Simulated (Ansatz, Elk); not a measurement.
# How far do independent atoms describe KBe2Te2?

The structure of KBe2Te2 used here is made up (a known structure type with other elements) and was relaxed beforehand with r2SCAN. The aim is the Fourier transform of its all-electron density, F(hkl), set beside the sum over free spherical atoms that refinements use.

Main program and level: Elk 11.2.3 (patched build); DFT, PBE, all-electron APW+lo, Dirac cores, scalar-relativistic bands, static density, no spin.

The structure was built from a prototype and need not be the compound's stable phase.

## (1) The structure

It takes space group I4/mmm (No. 139, tetragonal). The conventional cell has a = 4.386 Å, b = 4.386 Å, c = 13.622 Å, α = 90.00°, β = 90.00°, γ = 90.00°. Nearest to Te lie 4 Be at 2.54 Å and 4 K at 3.76 Å. Nearest to K lie 8 Te at 3.76 Å. Be has 4 Te at 2.54 Å nearest. Farther neighbours and most contacts between anions are not listed.

As a file:

```cif
data_structure
_symmetry_space_group_name_H-M 'I4/mmm'
_symmetry_Int_Tables_number 139
_cell_length_a 4.3859
_cell_length_b 4.3859
_cell_length_c 13.6218
_cell_angle_alpha 90.000
_cell_angle_beta 90.000
_cell_angle_gamma 90.000
_cell_volume 262.03
loop_
_atom_site_label
_atom_site_type_symbol
_atom_site_symmetry_multiplicity
_atom_site_Wyckoff_symbol
_atom_site_fract_x
_atom_site_fract_y
_atom_site_fract_z
_atom_site_occupancy
Te1 Te 4 e 0.00000 0.00000 0.34360 1
K1 K 2 a 0.00000 0.00000 0.00000 1
Be1 Be 4 d 0.50000 0.00000 0.25000 1
```

## (2) Ground state and structure factors

An all-electron density is needed, since X-rays see the cores too. Task 0 finds the density and task 195 Fourier-transforms it; tshift is off so that phases refer to the origin typed.

elk.in reads:

```
tasks
  0
  195

xctype
  20

spinpol
  .false.

rgkmax
  7.0

gmaxvr
  14.0

lmaxo
  7

lmaxapw
  8

swidth
  0.002

tshift
  .false.

ramdisk
  .false.

hmaxvr
  5.5

maxscl
  120

epspot
  1e-06

sppath
  './'

avec
  -4.14405905340 4.14405905340 12.87076540724
  4.14405905340 -4.14405905340 12.87076540724
  4.14405905340 4.14405905340 -12.87076540724

atoms
  3
  'Te.in'
  2
  0.3436024336 0.3436024336 0.0000000000   0.000000 0.000000 0.000000
  0.6563975664 0.6563975664 0.0000000000   0.000000 0.000000 0.000000
  'K.in'
  1
  0.0000000000 0.0000000000 0.0000000000   0.000000 0.000000 0.000000
  'Be.in'
  2
  0.2500000000 0.7500000000 0.5000000000   0.000000 0.000000 0.000000
  0.7500000000 0.2500000000 0.5000000000   0.000000 0.000000 0.000000

ngridk
  7 7 7
```

Launch:

```sh
OMP_NUM_THREADS=4 elk
```

Numbers of over 12 decimals in the logs are rounded to 6 here.

The log of the run:

```text
┌─────────────────────────┐
│ Elk code version 11.2.3 │
└─────────────────────────┘

All units are atomic (Hartree, Bohr, etc.)

┌─────────────────────────────────────────────────┐
│ Ground-state run starting from atomic densities │
└─────────────────────────────────────────────────┘

Lattice vectors :
  -4.144059053       4.144059053       12.87076541
   4.144059053      -4.144059053       12.87076541
   4.144059053       4.144059053      -12.87076541

Reciprocal lattice vectors :
 -0.1152707706E-16  0.7580955322      0.2440874769
  0.7580955322     -0.1152707706E-16  0.2440874769
  0.7580955322      0.7580955322      0.6258725619E-17

Unit cell volume      :    884.1302236
Brillouin zone volume :   0.2805584594

Muffin-tin inner radius fraction :   0.1000000000E-01

Nuclei treated as point charges

Species : 1 (Te)
 parameters loaded from : Te.in
 name : tellurium
 nuclear charge    :   -52.00000000
 electronic charge :    52.00000000
 atomic mass :    232600.5708
 muffin-tin radius :    2.600000000
 number of radial points in muffin-tin :   1193
 inner part over the whole radius :   0.9992174838E-02
 number on inner part of muffin-tin    :    851
 approximate nuclear radius :   0.8944870508E-04
 number of mesh points to nuclear radius :    430
 atomic positions (lattice), magnetic fields (Cartesian) :
  1 :   0.34360243  0.34360243  0.00000000    0.00000000  0.00000000  0.00000000
  2 :  -0.34360243 -0.34360243  0.00000000    0.00000000  0.00000000  0.00000000

Species : 2 (K)
 parameters loaded from : K.in
 name : potassium
 nuclear charge    :   -19.00000000
 electronic charge :    19.00000000
 atomic mass :    71271.84090
 muffin-tin radius :    2.400000000
 number of radial points in muffin-tin :    993
 inner part over the whole radius :   0.9891652203E-02
 number on inner part of muffin-tin    :    697
 approximate nuclear radius :   0.6514746337E-04
 number of mesh points to nuclear radius :    319
 atomic positions (lattice), magnetic fields (Cartesian) :
  1 :   0.00000000  0.00000000  0.00000000    0.00000000  0.00000000  0.00000000

Species : 3 (Be)
 parameters loaded from : Be.in
 name : beryllium
 nuclear charge    :   -4.000000000
 electronic charge :    4.000000000
 atomic mass :    16428.20280
 muffin-tin radius :    1.800000000
 number of radial points in muffin-tin :    593
 inner part over the whole radius :   0.9826427374E-02
 number on inner part of muffin-tin    :    403
 approximate nuclear radius :   0.4290726161E-04
 number of mesh points to nuclear radius :    156
 atomic positions (lattice), magnetic fields (Cartesian) :
  1 :   0.25000000 -0.25000000  0.50000000    0.00000000  0.00000000  0.00000000
  2 :  -0.25000000  0.25000000  0.50000000    0.00000000  0.00000000  0.00000000

Total number of atoms per unit cell :    5
Total muffin-tin volume :    254.0082380
 ratio of muffin-tin to unit cell volume :   0.2872973135

Spin treatment :
 spin-unpolarised

Number of Bravais lattice symmetries :   16
Number of crystal symmetries         :   16
Crystal has inversion symmetry
Real symmetric eigensolver will be used

k-point grid :      7     7     7
k-point offset :    0.000000000       0.000000000       0.000000000
k-point set is reduced with full crystal symmetry group
Total number of k-points :       40

Muffin-tin radius times maximum |G+k| :    7.000000000
 using average radius
Maximum |G+k| for APW functions       :    3.125000000
Maximum (1/2)|G+k|²                   :    4.882812500
Maximum |G| for potential and density :    14.00000000
Constant for pseudocharge density :    9
 order of it for each species :   16  16  16
 order of it for pair densities of each species (exact exchange by exxq0 0: 17) :   13  11   5
Radial integration step length :    1

G-vector grid sizes :     64    64    64
Number of G-vectors :    40945

Maximum angular momentum used for
 APW functions            :    8
 outer part of muffin-tin :    7
 inner part of muffin-tin :    2

Total nuclear charge    :   -131.0000000
[...]
electron entropic           :    -0.76593068866121E-03
 total energy                :     -14228.915222326

Density of states at Fermi energy :    64.77064541
 (states/Hartree/unit cell)

Estimated indirect band gap :   0.4775176368E-03
 from k-point 37 to k-point 4
Estimated direct band gap   :   0.1482410974E-01
 at k-point 4

Charges :
 core                        :    86.00000000
 valence                     :    45.00000000
 interstitial                :    7.938183823
 muffin-tins (core leakage)
  species : 1 (Te)
   atom 1                    :    50.00722811     (  0.4120248314E-03)
[...]
species : 2 (K)
[...]
species : 3 (Be)
[...]
total in muffin-tins        :    123.0618162
 total calculated charge     :    130.9969768
 total charge                :    131.0000000
 error                       :   0.3023244499E-02

RMS change in Kohn-Sham potential (target) :    3.992384831     (  0.1000000000E-05)
Absolute change in total energy (target)   :    2.361856567     (  0.1000000000E-03)

[... loops 3 to 14 left out ...]

┌──────────────────┐
│ Loop number : 15 │
└──────────────────┘

Energies :
 Fermi                       :     0.218839
 sum of occupied eigenvalues :     -8623.1195059864
 electron kinetic            :      15011.310549790
 core electron kinetic       :      14638.273003899
 Coulomb                     :     -28845.239868995
 Coulomb potential           :     -23123.799060081
 nuclear-nuclear             :     -1200.3126865395
 electron-nuclear            :     -32182.726862522
 Hartree                     :      4537.7996800664
 Madelung                    :     -17283.340338954
 xc potential                :     -510.63099569499
 exchange                    :     -384.94298701204
 correlation                 :     -6.642270
 electron entropic           :    -0.75016246430552E-03
 total energy                :     -14225.515326543

Density of states at Fermi energy :    60.47664107
 (states/Hartree/unit cell)

Estimated indirect band gap :   0.4485493310E-03
 from k-point 34 to k-point 36
Estimated direct band gap   :   0.1552166673E-01
 at k-point 32

Charges :
 core                        :    86.00000000
 valence                     :    45.00000000
 interstitial                :    7.907147798
 muffin-tins (core leakage)
  species : 1 (Te)
[...]
species : 2 (K)
[...]
species : 3 (Be)
[...]
total in muffin-tins        :    123.0928522
 total calculated charge     :    130.9969980
 total charge                :    131.0000000
 error                       :   0.3001997289E-02

RMS change in Kohn-Sham potential (target) :   0.5050333521E-06 (  0.1000000000E-05)
Absolute change in total energy (target)   :   0.2447392217E-04 (  0.1000000000E-03)

Convergence targets achieved

┌──────────────────┐
│ Loop number : 16 │
└──────────────────┘

Energies :
 Fermi                       :     0.218839
 sum of occupied eigenvalues :     -8623.1195030471
 electron kinetic            :      15011.310550707
 core electron kinetic       :      14638.273004451
 Coulomb                     :     -28845.239871321
 Coulomb potential           :     -23123.799061309
 nuclear-nuclear             :     -1200.3126865395
 electron-nuclear            :     -32182.726865395
 Hartree                     :      4537.7996806134
 Madelung                    :     -17283.340340667
 xc potential                :     -510.63099244509
 exchange                    :     -384.94298703963
 correlation                 :     -6.642270
 electron entropic           :    -0.75016243505908E-03
 total energy                :     -14225.515327988

Density of states at Fermi energy :    60.47663454
 (states/Hartree/unit cell)

Estimated indirect band gap :   0.4485348458E-03
 from k-point 34 to k-point 36
Estimated direct band gap   :   0.1552167776E-01
 at k-point 32

Charges :
 core                        :    86.00000000
 valence                     :    45.00000000
 interstitial                :    7.907147742
 muffin-tins (core leakage)
  species : 1 (Te)
[...]
species : 2 (K)
   atom 1                    :    17.57914821     ( -0.1020396230E-06)
  species : 3 (Be)
   atom 1                    :    2.676985071     (  0.1111157282E-02)
   atom 2                    :    2.676985071     (  0.1111157282E-02)
 total in muffin-tins        :    123.0928523
 total calculated charge     :    130.9969980
 total charge                :    131.0000000
 error                       :   0.3001997210E-02

┌──────────────────────────────┐
│ Self-consistent loop stopped │
└──────────────────────────────┘

Warning : core states of species 1 leak from the muffin-tin :   0.4035972686E-03

Warning : core states of species 3 leak from the muffin-tin :   0.1111157282E-02

Wrote STATE.OUT
```

Run time: 43 s. Hardware: 4 threads of Arm Neoverse V2, shared host; peak memory 0.26 GiB; 2 min of CPU time.

SFACRHO.OUT:

```text

h k l indices transformed by vhmat matrix:
   1.000000000       0.000000000       0.000000000    
   0.000000000       1.000000000       0.000000000    
   0.000000000       0.000000000       1.000000000    

      h      k      l  multipl.   |H|            Re(F)            Im(F)           |F|

      0      0      0      1   0.0000000       131.00000      0.24340749E-16   131.00000    
      1      1     -1      2  0.48817495      -27.814869     -0.23068908E-14   27.814869    
     -1      0      1      8  0.79642171      -36.073962      -0.0000000       36.073962    
      2      2     -2      2  0.97634991      -43.149467      0.43596461E-14   43.149467    
     -1     -2      2      8   1.0540005       102.05070      -0.0000000       102.05070    
      0      0      1      4   1.0721090       98.350715      0.41656888E-15   98.350715    
     -1     -1      2      8   1.1780206      -14.048080     -0.86163371E-15   14.048080    
     -3     -2      2      8   1.4367241      -2.9847813      -0.0000000       2.9847813    
      1      3     -2      8   1.4500610      -47.795255     -0.25851292E-14   47.795255    
     -3     -3      3      2   1.4645249       83.956653      0.14287839E-14   83.956653    
      1     -1      1      4   1.5161911       96.683512     -0.25424968E-15   96.683512    
     -2      0      0      8   1.5928434      -21.311292      0.89323548E-15   21.311292    
      1      0      1     16   1.7126362      -30.360826      -0.0000000       30.360826    
      3      1     -3      8   1.8033564      -37.730716      0.28546653E-14   37.730716    
     -2     -4      3      8   1.8150071       84.436588     -0.12877016E-14   84.436588    
     -2     -1      3     16   1.8465515       84.432142      -0.0000000       84.432142    
     -4     -3      4      8   1.8692418      -49.725129      -0.0000000       49.725129    
      4      4     -4      2   1.9526998       13.946668      0.78507790E-14   13.946668
```

Elk indexes on the primitive cell of elk.in and gives |H| = 4π sin θ/λ in inverse bohr. Below, one row stands for each form hkl of the conventional cell (m members, Friedel mates merged), F is for one primitive cell and the density is static (no thermal factor). Free-atom factors are Waasmaier and Kirfel's, and R is Σm||F|−|F'||/Σm|F|.

```csv
hkl,m,sin θ/λ (Å⁻¹),"abs F, DFT",neutral atoms,diff.
002,2,0.073,27.815,27.578,+0.237
101,8,0.120,36.074,35.871,+0.203
004,2,0.147,43.150,43.159,-0.010
103,8,0.159,102.051,101.901,+0.150
110,4,0.161,98.351,98.403,-0.052
112,8,0.177,14.048,14.249,-0.200
105,8,0.216,2.985,2.986,-0.001
114,8,0.218,47.795,47.842,-0.047
006,2,0.220,83.957,84.049,-0.093
200,4,0.228,96.683,96.619,+0.064
202,8,0.239,21.311,21.375,-0.063
211,16,0.258,30.361,30.428,-0.067
204,8,0.271,37.731,37.700,+0.031
116,8,0.273,84.437,84.556,-0.120
213,16,0.278,84.432,84.578,-0.145
107,8,0.281,49.725,49.888,-0.163
008,2,0.294,13.947,14.004,-0.058
215,16,0.314,3.284,3.472,-0.188
```

## (3) The highest occupied states alone

An energy window below the Fermi level keeps the highest occupied states, to see at which angles they scatter; shallow core shells can lie inside it and anion s states outside. No new self-consistency is needed.

Changes to elk.in since step 2:

```diff
@@ -1,3 +1,2 @@
 tasks
-  0
   195
@@ -40,2 +39,5 @@
 
+wsfac
+  -0.148650 0.518840
+
 sppath
```

Launch:

```sh
OMP_NUM_THREADS=4 elk
```

The log of the run:

```text
┌─────────────────────────────────┐
│ Elk code version 11.2.3 started │
└─────────────────────────────────┘

Info(readinput): the functional depends on the density's gradient
 muffin-tin radial points multiplied by    2.00000
 (not where nrmtscf is given)

┌────────────────────┐
│ Current task : 195 │
└────────────────────┘

Info(sfacrho): density structure factors written to SFACRHO.OUT

 Energy window :  -0.1486500000      0.5188400000

┌──────────────────┐
│ Elk code stopped │
└──────────────────┘
```

Wall time 13 s (4 threads); peak memory 0.19 GiB.

States within 10 eV below the Fermi level hold 13.00 electrons; any levels below the window count with the cores. Their amplitudes can exceed the total, where window and core parts have opposite phase:

```
hkl  sin θ/λ (Å⁻¹)  abs F, window  abs F, all
002          0.073          4.682      27.815
101          0.120          2.234      36.074
004          0.147          0.806      43.150
103          0.159          1.832     102.051
110          0.161          0.806      98.351
112          0.177          0.432      14.048
105          0.216          0.129       2.985
114          0.218          0.411      47.795
006          0.220          0.202      83.957
200          0.228          0.321      96.683
```

[end of part 1 of 2]

[Logs are printed without paths, hosts, clocks, repeated set-up lines and the standing remarks that a program may print on its own settings, such as how far it seeks lower states.]

[Hosts, paths, dates, database ids (printed as entryN), source tags and the programs' standing remarks are cut or masked in the printed files.]
